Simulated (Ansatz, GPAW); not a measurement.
# Screening of a field by Cs/Ti(0001), part 2 of 2

How does Cs/Ti(0001) screen a perpendicular field?

GPAW 26.7.0 and Ansatz 0.2.0; Ansatz plane waves; slab in vacuum with a dipole correction, relaxation (the session's first sound run).

So far, dipole along the normal (e·Å): step 2 (relaxation) 0.469.

### Step 3. The slab's potential

The work function is the vacuum plateau of the electrostatic potential less the Fermi level; a dipole layer lets the two faces have plateaus of their own.

This step: GPAW, PAW setups; slab in vacuum (GPAW 26.7.0).

File run.py:

```python
import json
import numpy as np
from ase import Atoms
from gpaw import GPAW, PW

slab = Atoms(
    ['Ti', 'Ti', 'Ti', 'Ti', 'Ti', 'Ti', 'Ti', 'Ti', 'Ti', 'Ti', 'Ti', 'Ti', 'Ti', 'Ti', 'Ti', 'Ti', 'Cs'],
    positions=[
        [2.95000, 1.70318, 9.00000],
        [0.00000, 0.00000, 11.34230],
        [2.95000, 1.70318, 13.68460],
        [0.00000, 0.00000, 15.92600],
        [4.42500, 4.25796, 9.00000],
        [1.47500, 2.55477, 11.34230],
        [4.42500, 4.25796, 13.68460],
        [1.48248, 2.55046, 15.87098],
        [5.90000, 1.70318, 9.00000],
        [2.95000, 0.00000, 11.34230],
        [5.90000, 1.70318, 13.68460],
        [2.95000, 0.00864, 15.87098],
        [7.37500, 4.25796, 9.00000],
        [4.42500, 2.55477, 11.34230],
        [7.37500, 4.25796, 13.68460],
        [4.41752, 2.55046, 15.87098],
        [2.95000, 1.70318, 19.35483]],
    cell=[[5.9, 0.0, 0.0], [2.95, 5.10955, 0.0], [0.0, 0.0, 28.91197]],
    pbc=[True, True, False])

slab.calc = GPAW(mode=PW(400), xc='PBE', kpts={'size': (6, 6, 1), 'gamma': True},
                 occupations={'name': 'fermi-dirac', 'width': 0.1}, nbands='160%',
                 convergence={'density': 1e-05}, maxiter=200,
                 poissonsolver={'dipolelayer': 'xy'},
                 symmetry={'tolerance': 1e-3}, txt='slab.txt')
result = {}
energy = slab.get_potential_energy()
fermi = slab.calc.get_fermi_level()
v = slab.calc.get_electrostatic_potential().mean((0, 1)) - fermi
n = slab.calc.get_pseudo_density().mean((0, 1))
L = slab.cell[2, 2]
z = np.arange(len(v)) * L / len(v)
low, high = slab.positions[:, 2].min(), slab.positions[:, 2].max()
below, above = np.interp([low - 6.8, high + 6.8], z, v)
slopes = [np.interp(x, z, np.gradient(v, z)) for x in (low - 6.8, high + 6.8)]
eps = np.array([[slab.calc.get_eigenvalues(k, s) for k in range(len(slab.calc.get_ibz_k_points()))]
                for s in range(slab.calc.get_number_of_spins())]) - fermi
top, bottom = eps[eps < 0].max(), eps[eps > 0].min()
dipole = slab.get_dipole_moment()[2]
print(f'energy {energy:.4f} eV, Fermi level {fermi:.4f} eV, dipole {dipole:.5f} e A')
print(f'potential 6.8 A off the faces, from the Fermi level: lower {below:.4f} eV, upper {above:.4f} eV')
print(f'slope of the potential there: lower {slopes[0]:.5f}, upper {slopes[1]:.5f} eV/A')
print(f'nearest levels on the mesh: {top:.4f} and {bottom:.4f} eV')
print('magnetic moment', round(slab.get_magnetic_moment(), 3))
result.update(energy=energy, fermi=fermi, dipole=dipole, below=below, above=above, slopes=slopes, edges=[top, bottom],
              z=z.tolist(), v=v.tolist(), n=n.tolist(), positions=slab.positions.tolist(),
              forces=slab.get_forces(apply_constraint=False).tolist(), moments=slab.get_magnetic_moments().tolist())
json.dump(result, open('result.json', 'w'))
```

Started as:

```bash
$ OMP_NUM_THREADS=1 OPENBLAS_NUM_THREADS=1 python run.py
```

Log:

```text
energy -100.0592 eV, Fermi level 1.3373 eV, dipole 0.46909 e A
potential 6.8 A off the faces, from the Fermi level: lower 4.4218 eV, upper 1.6027 eV
slope of the potential there: lower -0.00010, upper 0.00084 eV/A
nearest levels on the mesh: -0.0300 and 0.0004 eV
magnetic moment 0.0
```

The job ended after 26 min (1 thread of Arm Neoverse V1, shared host; peak memory 0.78 GiB).

Numbers from this step:

| Property | Result |
| --- | --- |
| dipole along the normal | 0.4691 e·Å |
| levels nearest the Fermi level on the mesh | -0.03000, 3.64e-4 eV from the Fermi level |
| upper work function | 1.603 eV |
| lower work function | 4.422 eV |

The electrostatic potential energy of an electron (without an applied field's), less the Fermi level, planar mean oscillates, so the rows of the table below give means over windows of 1 Å about each position, cut where the curve ends. Its maxima inside the range that stand out by 2 % of the span (Å: eV): 0.5: 4.42, 10.2: -0.195, 12.5: -0.397, 14.8: -1.15, 17.7: 2.87. Its minima: 9.0: -19.7, 11.4: -19.5, 13.7: -19.4, 15.8: -19.5, 19.4: -9.60.

The electrostatic potential energy of an electron (without an applied field's), less the Fermi level, planar mean by z; means over each step:

| z (Å) | electrostatic potential energy of an electron (without an applied field's), less the Fermi level, planar mean (eV) |
| --- | --- |
| 0 | 3.89 |
| 1 | 4.42 |
| 2 | 4.42 |
| 3 | 4.42 |
| 4 | 4.42 |
| 5 | 4.41 |
| 6 | 4.33 |
| 7 | 3.64 |
| 8 | -1.65 |
| 9 | -15.4 |
| 10 | -2.35 |
| 11 | -12.3 |
| 12 | -6.82 |
| 13 | -6.33 |
| 14 | -12.8 |
| 15 | -3.97 |
| 16 | -15.1 |
| 17 | -0.287 |
| 18 | 2.20 |
| 19 | -5.39 |
| 20 | -3.37 |
| 21 | 0.909 |
| 22 | 1.42 |
| 23 | 1.55 |
| 24 | 1.59 |
| 25 | 1.60 |
| 26 | 1.60 |
| 27 | 1.60 |
| 28 | 1.61 |

The pseudo valence density, planar mean oscillates, so the rows of the table below give means over windows of 2.36 Å about each position, cut where the curve ends. Its maxima inside the range that stand out by 2 % of the span (Å: e/Å³): 9.0: 1.62, 11.4: 1.62, 13.7: 1.62, 15.8: 1.61, 18.8: 0.157, 19.7: 0.156. Its minima: 10.3: 0.195, 12.4: 0.191, 14.8: 0.219, 18.0: 0.0394, 19.3: 0.106.

Table of pseudo valence density, planar mean by z; means over each step:

| z (Å) | pseudo valence density, planar mean (e/Å³) |
| --- | --- |
| 3.54 | 2.1e-5 |
| 5.90 | 0.00397 |
| 8.26 | 0.563 |
| 10.62 | 0.681 |
| 12.98 | 0.680 |
| 15.34 | 0.710 |
| 17.70 | 0.0987 |
| 20.06 | 0.0870 |
| 22.42 | 0.00134 |
| 24.78 | 6.5e-5 |

Force by atom:

| atom | x (eV/Å) | y (eV/Å) | z (eV/Å) | size |
| --- | --- | --- | --- | --- |
| Ti1 | 0.000 | 0.000 | 0.546 | 0.546 |
| Ti2 | 0.000 | 0.000 | -0.690 | 0.690 |
| Ti3 | 0.000 | 0.000 | -0.001 | 0.001 |
| Ti4 | 0.000 | 0.000 | 0.013 | 0.013 |
| Ti5 | 0.001 | 0.000 | 0.542 | 0.542 |
| Ti6 | -0.009 | 0.005 | -0.712 | 0.712 |
| Ti7 | -0.062 | 0.036 | 0.192 | 0.204 |
| Ti8 | -0.002 | 0.001 | 0.024 | 0.024 |
| Ti9 | 0.000 | 0.001 | 0.542 | 0.542 |
| Ti10 | 0.000 | -0.011 | -0.712 | 0.712 |
| Ti11 | 0.000 | -0.071 | 0.192 | 0.204 |
| Ti12 | 0.000 | -0.002 | 0.024 | 0.024 |
| Ti13 | -0.001 | 0.000 | 0.542 | 0.542 |
| Ti14 | 0.009 | 0.005 | -0.712 | 0.712 |
| Ti15 | 0.062 | 0.036 | 0.192 | 0.204 |
| Ti16 | 0.002 | 0.001 | 0.024 | 0.024 |
| Cs17 | 0.000 | 0.000 | 0.003 | 0.003 |

The potential is flat to 8.4e-4 eV/Å where it is read, so the vacuum is wide enough. The geometry is the other program's minimum; here the largest force on a free atom is 0.024 eV/Å.

### Step 4. Field on

A uniform field along the normal polarises the slab; the atoms stay fixed, so this is the electronic response alone.

Changes to run.py since step 3:

```diff
@@ -4,2 +4,3 @@
 from gpaw import GPAW, PW
+from gpaw.external import ConstantElectricField
 
@@ -32,2 +33,3 @@
                  poissonsolver={'dipolelayer': 'xy'},
+                 external=ConstantElectricField(-0.2, [0, 0, 1]),
                  symmetry={'tolerance': 1e-3}, txt='slab.txt')
```

Log:

```text
energy -100.0153 eV, Fermi level 1.2789 eV, dipole -0.08970 e A
potential 6.8 A off the faces, from the Fermi level: lower 2.8780 eV, upper 3.4091 eV
slope of the potential there: lower -0.00024, upper 0.00977 eV/A
nearest levels on the mesh: -0.0299 and 0.0001 eV
magnetic moment 0.0
```

Elapsed: 82 min, on 1 thread; peak memory 1.5 GiB.

Numbers from this step:

```yaml
dipole_along_the_normal: -0.08970 e·Å
levels_nearest_the_fermi_level_on_the_mesh: -0.02988, 1.32e-4 eV from the Fermi level
potential_below_the_slab_the_applied_field_s_own_ramp_left_out: 2.878 eV from the Fermi level
potential_above_the_slab_the_applied_field_s_own_ramp_left_out: 3.409 eV from the Fermi level
```

The electrostatic potential energy of an electron (without an applied field's), less the Fermi level, planar mean oscillates, so the rows of the table below give means over windows of 2.36 Å about each position, cut where the curve ends. Its maxima inside the range that stand out by 2 % of the span (Å: eV): 10.2: -1.05, 12.5: -0.782, 14.8: -1.08, 17.8: 3.51. Its minima: 9.0: -20.8, 11.4: -20.1, 13.7: -19.6, 15.8: -19.2, 19.4: -8.60.

Electrostatic potential energy of an electron (without an applied field's), less the Fermi level, planar mean against z; means over each step:

| z (Å) | electrostatic potential energy of an electron (without an applied field's), less the Fermi level, planar mean (eV) |
| --- | --- |
| 1.18 | 2.90 |
| 3.54 | 2.88 |
| 5.90 | 2.75 |
| 8.26 | -7.68 |
| 10.62 | -9.02 |
| 12.98 | -8.63 |
| 15.34 | -8.77 |
| 17.70 | 1.25 |
| 20.06 | -2.05 |
| 22.42 | 3.07 |
| 24.78 | 3.38 |
| 27.14 | 3.41 |

Force by atom:

| atom | x (eV/Å) | y (eV/Å) | z (eV/Å) | size |
| --- | --- | --- | --- | --- |
| Ti1 | 0.000 | 0.000 | 0.542 | 0.542 |
| Ti2 | 0.000 | 0.000 | -0.690 | 0.690 |
| Ti3 | 0.000 | 0.000 | 0.004 | 0.004 |
| Ti4 | 0.000 | 0.000 | 0.007 | 0.007 |
| Ti5 | 0.001 | -0.001 | 0.539 | 0.539 |
| Ti6 | -0.010 | 0.006 | -0.713 | 0.713 |
| Ti7 | -0.062 | 0.036 | 0.193 | 0.206 |
| Ti8 | -0.004 | 0.002 | 0.018 | 0.018 |
| Ti9 | 0.000 | 0.001 | 0.539 | 0.539 |
| Ti10 | 0.000 | -0.011 | -0.713 | 0.713 |
| Ti11 | 0.000 | -0.072 | 0.193 | 0.206 |
| Ti12 | 0.000 | -0.004 | 0.018 | 0.018 |
| Ti13 | -0.001 | -0.001 | 0.539 | 0.539 |
| Ti14 | 0.010 | 0.006 | -0.713 | 0.713 |
| Ti15 | 0.062 | 0.036 | 0.193 | 0.206 |
| Ti16 | 0.004 | 0.002 | 0.018 | 0.018 |
| Cs17 | 0.000 | 0.000 | 0.015 | 0.015 |

The dipole is now -0.0897 e Å, against 0.47 in the run without a field.

### Step 5. Field on

Changes to run.py since step 4:

```diff
@@ -33,3 +33,3 @@
                  poissonsolver={'dipolelayer': 'xy'},
-                 external=ConstantElectricField(-0.2, [0, 0, 1]),
+                 external=ConstantElectricField(-0.1, [0, 0, 1]),
                  symmetry={'tolerance': 1e-3}, txt='slab.txt')
```

Log:

```text
energy -100.0236 eV, Fermi level 1.3204 eV, dipole 0.19922 e A
potential 6.8 A off the faces, from the Fermi level: lower 3.6478 eV, upper 2.4504 eV
slope of the potential there: lower -0.00012, upper 0.00277 eV/A
nearest levels on the mesh: -0.0299 and 0.0002 eV
magnetic moment 0.0
```

It took 83 min on 1 thread; peak memory 1.5 GiB.

This step gave:

| Quantity | Value |
| --- | --- |
| dipole along the normal | 0.1992 e·Å |
| levels nearest the Fermi level on the mesh | -0.02992, 1.98e-4 eV from the Fermi level |
| potential below the slab, the applied field's own ramp left out | 3.648 eV from the Fermi level |
| potential above the slab, the applied field's own ramp left out | 2.450 eV from the Fermi level |

The electrostatic potential energy of an electron (without an applied field's), less the Fermi level, planar mean oscillates, so the rows of the table below give means over windows of 2.36 Å about each position, cut where the curve ends. Its maxima inside the range that stand out by 2 % of the span (Å: eV): 0.5: 3.65, 10.2: -0.624, 12.5: -0.589, 14.8: -1.11, 17.7: 3.19. Its minima: 9.0: -20.2, 11.4: -19.8, 13.7: -19.5, 15.8: -19.3, 19.4: -9.10.

Electrostatic potential energy of an electron (without an applied field's), less the Fermi level, planar mean against z; means over each step:

| z (Å) | electrostatic potential energy of an electron (without an applied field's), less the Fermi level, planar mean (eV) |
| --- | --- |
| 1.18 | 3.60 |
| 3.54 | 3.65 |
| 5.90 | 3.51 |
| 8.26 | -7.05 |
| 10.62 | -8.63 |
| 12.98 | -8.48 |
| 15.34 | -8.86 |
| 17.70 | 0.928 |
| 20.06 | -2.63 |
| 22.42 | 2.24 |
| 24.78 | 2.44 |
| 27.14 | 2.45 |

Force by atom:

| atom | x (eV/Å) | y (eV/Å) | z (eV/Å) | size |
| --- | --- | --- | --- | --- |
| Ti1 | 0.000 | 0.000 | 0.546 | 0.546 |
| Ti2 | 0.000 | 0.000 | -0.690 | 0.690 |
| Ti3 | 0.000 | 0.000 | 0.003 | 0.003 |
| Ti4 | 0.000 | 0.000 | 0.011 | 0.011 |
| Ti5 | 0.001 | -0.001 | 0.542 | 0.542 |
| Ti6 | -0.009 | 0.005 | -0.713 | 0.713 |
| Ti7 | -0.062 | 0.036 | 0.193 | 0.206 |
| Ti8 | -0.003 | 0.002 | 0.022 | 0.023 |
| Ti9 | 0.000 | 0.001 | 0.542 | 0.542 |
| Ti10 | 0.000 | -0.011 | -0.713 | 0.713 |
| Ti11 | 0.000 | -0.071 | 0.193 | 0.206 |
| Ti12 | 0.000 | -0.003 | 0.022 | 0.023 |
| Ti13 | -0.001 | -0.001 | 0.542 | 0.542 |
| Ti14 | 0.009 | 0.005 | -0.713 | 0.713 |
| Ti15 | 0.062 | 0.036 | 0.193 | 0.206 |
| Ti16 | 0.003 | 0.002 | 0.022 | 0.023 |
| Cs17 | 0.000 | 0.000 | 0.003 | 0.003 |

The dipole is now 0.199 e Å, against 0.47 in the run without a field.

### Step 6. Field on

Changes to run.py since step 5:

```diff
@@ -33,3 +33,3 @@
                  poissonsolver={'dipolelayer': 'xy'},
-                 external=ConstantElectricField(-0.1, [0, 0, 1]),
+                 external=ConstantElectricField(-0.05, [0, 0, 1]),
                  symmetry={'tolerance': 1e-3}, txt='slab.txt')
```

Log:

```text
energy -100.0381 eV, Fermi level 1.3317 eV, dipole 0.33653 e A
potential 6.8 A off the faces, from the Fermi level: lower 4.0345 eV, upper 2.0140 eV
slope of the potential there: lower -0.00010, upper 0.00139 eV/A
nearest levels on the mesh: -0.0299 and 0.0003 eV
magnetic moment 0.0
```

Elapsed: 90 min, on 1 thread; peak memory 1.6 GiB.

### Step 7. Field on

Changes to run.py since step 6:

```diff
@@ -33,3 +33,3 @@
                  poissonsolver={'dipolelayer': 'xy'},
-                 external=ConstantElectricField(-0.05, [0, 0, 1]),
+                 external=ConstantElectricField(0.05, [0, 0, 1]),
                  symmetry={'tolerance': 1e-3}, txt='slab.txt')
```

Log:

```text
energy -100.0868 eV, Fermi level 1.3386 eV, dipole 0.60028 e A
potential 6.8 A off the faces, from the Fermi level: lower 4.8102 eV, upper 1.2072 eV
slope of the potential there: lower -0.00011, upper 0.00046 eV/A
nearest levels on the mesh: -0.0300 and 0.0005 eV
magnetic moment 0.0
```

Wall time 83 min (1 thread); peak memory 1.5 GiB.

### Step 8. In a field

Changes to run.py since step 7:

```diff
@@ -33,3 +33,3 @@
                  poissonsolver={'dipolelayer': 'xy'},
-                 external=ConstantElectricField(0.05, [0, 0, 1]),
+                 external=ConstantElectricField(0.1, [0, 0, 1]),
                  symmetry={'tolerance': 1e-3}, txt='slab.txt')
```

Log:

```text
energy -100.1208 eV, Fermi level 1.3362 eV, dipole 0.72862 e A
potential 6.8 A off the faces, from the Fermi level: lower 5.1995 eV, upper 0.8263 eV
slope of the potential there: lower -0.00011, upper 0.00024 eV/A
nearest levels on the mesh: -0.0301 and 0.0006 eV
magnetic moment 0.0
```

The job ended after 74 min (1 thread; peak memory 1.5 GiB).

The dipole is now 0.729 e Å, against 0.47 in the run without a field.

### Step 9. In a field

Changes to run.py since step 8:

```diff
@@ -33,3 +33,3 @@
                  poissonsolver={'dipolelayer': 'xy'},
-                 external=ConstantElectricField(0.1, [0, 0, 1]),
+                 external=ConstantElectricField(0.2, [0, 0, 1]),
                  symmetry={'tolerance': 1e-3}, txt='slab.txt')
```

Log:

```text
energy -100.2076 eV, Fermi level 1.3220 eV, dipole 0.98007 e A
potential 6.8 A off the faces, from the Fermi level: lower 5.9808 eV, upper 0.0985 eV
slope of the potential there: lower -0.00013, upper 0.00004 eV/A
nearest levels on the mesh: -0.0301 and 0.0011 eV
magnetic moment 0.0
```

Elapsed: 78 min, on 1 thread; peak memory 1.5 GiB.

The electrostatic potential energy of an electron (without an applied field's), less the Fermi level, planar mean oscillates, so the rows of the table below give means over windows of 1 Å about each position, cut where the curve ends. Its maxima inside the range that stand out by 2 % of the span (Å: eV): 0.5: 5.98, 10.2: 0.663, 12.5: -0.0132, 14.8: -1.21, 17.7: 2.23. Its minima: 9.0: -18.6, 11.4: -18.8, 13.7: -19.3, 15.8: -19.7, 19.4: -10.6.

Electrostatic potential energy of an electron (without an applied field's), less the Fermi level, planar mean against z; means over each step:

z (Å), electrostatic potential energy of an electron (without an applied field's), less the Fermi level, planar mean (eV) and a bar from the least value:
```
        0        4.9 ############################
        1        6.0 ##############################
        2        6.0 ##############################
        3        6.0 ##############################
        4        6.0 ##############################
        5        6.0 ##############################
        6        5.9 ##############################
        7        5.1 #############################
        8       -0.3 #####################
        9      -14.3 #
       10       -1.5 ####################
       11      -11.6 #####
       12       -6.3 #############
       13       -6.0 #############
       14      -12.7 ####
       15       -4.1 ################
       16      -15.4 
       17       -0.8 ####################
       18        1.5 ########################
       19       -6.3 #############
       20       -4.5 ###############
       21       -0.4 #####################
       22        0.0 ######################
       23        0.1 ######################
       24        0.1 ######################
       25        0.1 ######################
       26        0.1 ######################
       27        0.1 ######################
       28        0.1 ######################
```

The dipole is now 0.980 e Å, against 0.47 in the run without a field.

### Step 10. Field on

Changes to run.py since step 9:

```diff
@@ -33,3 +33,3 @@
                  poissonsolver={'dipolelayer': 'xy'},
-                 external=ConstantElectricField(0.2, [0, 0, 1]),
+                 external=ConstantElectricField(0.3, [0, 0, 1]),
                  symmetry={'tolerance': 1e-3}, txt='slab.txt')
```

Log:

```text
energy -100.3191 eV, Fermi level 1.2975 eV, dipole 1.22623 e A
potential 6.8 A off the faces, from the Fermi level: lower 6.7663 eV, upper -0.5936 eV
slope of the potential there: lower -0.00017, upper -0.00003 eV/A
nearest levels on the mesh: -0.0302 and 0.0015 eV
magnetic moment 0.0
```

Run time: 80 min. Hardware: 1 thread; peak memory 1.5 GiB.

The dipole is now 1.23 e Å, against 0.47 in the run without a field.

### Step 11. The series

The members are put on one axis.

This step: induced dipole against applied field (GPAW 26.7.0).

The dipole along the normal by field:

| field (V/Å) | dipole along the normal (e·Å) |
| --- | --- |
| -0.200 | -0.0897 |
| -0.100 | 0.199 |
| -0.050 | 0.337 |
| 0.000 | 0.469 |
| 0.050 | 0.600 |
| 0.100 | 0.729 |
| 0.200 | 0.980 |
| 0.300 | 1.23 |

### Step 12. Summary of results

```yaml
work_function_upper_and_lower_face: 1.603 and 4.422 eV
dipole_along_the_normal: 0.469 e Å
induced_dipole_per_field: 2.62 e Å per V/Å
out_of_plane_polarisability_per_area_alpha_eps_0_a: 15.7 Å
```

**Reading.** The field induces 2.62 e Å per V/Å, a polarisable thickness α/(ε0 A) of 15.7 Å beside 10.4 Å between the outermost nuclei. A perfect conductor would give the distance between its two image planes; a dielectric of thickness t gives t(1 - 1/ε). The two faces differ by 2.8 eV, the step that the slab's dipole makes (e p/(ε0 A) gives 2.8 eV), so the dipole layer is needed. The induced dipole bends away from a line at the larger fields. The cell of 30.1 Å² holds one Cs, started on one chosen site; other sites and coverages weren't tried. The runs had no spin polarisation, so a magnetic state, which thin layers of d-metal atoms can have, wasn't tested. The in-plane lattice was kept as typed, which isn't the functional's own and leaves some strain; spin-orbit coupling and temperature are left out.

[Logs are printed without paths, hosts, clocks, repeated set-up lines and the standing remarks that a program may print on its own settings, such as how far it seeks lower states.]

[Hosts, paths, dates, database ids (printed as entryN), source tags and the programs' standing remarks are cut or masked in the printed files.]
